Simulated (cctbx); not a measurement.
# Lattice, Laue class and space group of a new crystal

Cell: a = 8.6830 Å, b = 8.6830 Å, c = 4.9370 Å, α = 90.00°, β = 90.00°, γ = 90.00°. Expected content of the cell: Pr2 Zn8 Fe8 Al8.

The data are simulated with cctbx, not measured: Mo Kα, λ = 0.71073 Å, to d = 0.65 Å, 95 % of the full sphere, strongest reflection 70000 counts, noise from counting, a 2 % proportional error and a noise floor of 8 counts (s.d.); no absorption, some extinction.

A first pass over the reflections prints:

```text
5437 reflections to d = 0.650 A
centring   violations  <I/sigma> of those
    A       1249 of  2710     13.2
    B       1242 of  2699     13.1
    C       1297 of  2733     12.9
    I          0 of  2717     -0.0
    R       1706 of  3644     13.6
    F       1894 of  4071     13.0
Laue class    unique    Rint  (classes that these axes allow; Friedel mates merged)
I 1 2/m 1         756   0.016
I 1 1 2/m         785   0.017
I 2/m 1 1         756   0.017
I m m m           436   0.018
I 4/m             394   0.018
I 4/m m m         235   0.019
space group    extra absences  I>4sigma  <I/sigma>
I 4 2 2                 0          0         -  acentric
I 4 m m                 0          0         -  acentric
I -4 m 2                0          0         -  acentric
I -4 2 m                0          0         -  acentric
I 4/m m m               0          0         -  centric
Wilson B = 1.25 A^2   <|E^2-1|> = 0.763 (0.968 centric, 0.736 acentric)   E^2>4: 0.4 %
shell (A)         n   <I/sigma>
 6.14 - 1.30     36    102.9
 1.30 - 1.03     33    101.9
 1.03 - 0.90     30    100.7
 0.90 - 0.82     24     83.7
 0.82 - 0.76     34     82.2
 0.76 - 0.72     20     82.8
 0.72 - 0.68     31     76.5
 0.68 - 0.65     27     59.6
```

**Question.** What are the lattice type, the Laue class and the likely space group?

The reflections that I centring forbids are absent (⟨I/σ⟩ near 0), so the lattice is I.

Rint stays low (0.016 to 0.019) up to I 4/m m m, the highest class in these axes.

5 settings pass the absence test. No glide or screw absences show, which leaves I 4 2 2, I 4 m m, I -4 m 2, I -4 2 m and I 4/m m m.

⟨|E²−1|⟩ = 0.763 leans to a non-centrosymmetric structure. Here that hint misleads: the statistic assumes many like atoms on general positions, and few, heavy or special-position atoms break it. The Wilson B of 1.25 Å² means U ≈ 0.0158 Å².

The true group is I4/mmm (no. 139), Laue class 4/mmm, centrosymmetric. The tables only narrow the choice to the tied entries; cell content, site symmetry and trial solutions must settle it.

The model is made up (kin elements in a known structure type, no relaxation), so it says nothing on whether the phase exists.

[Logs are printed without paths, hosts, clocks, repeated set-up lines and the standing remarks that a program may print on its own settings, such as how far it seeks lower states.]
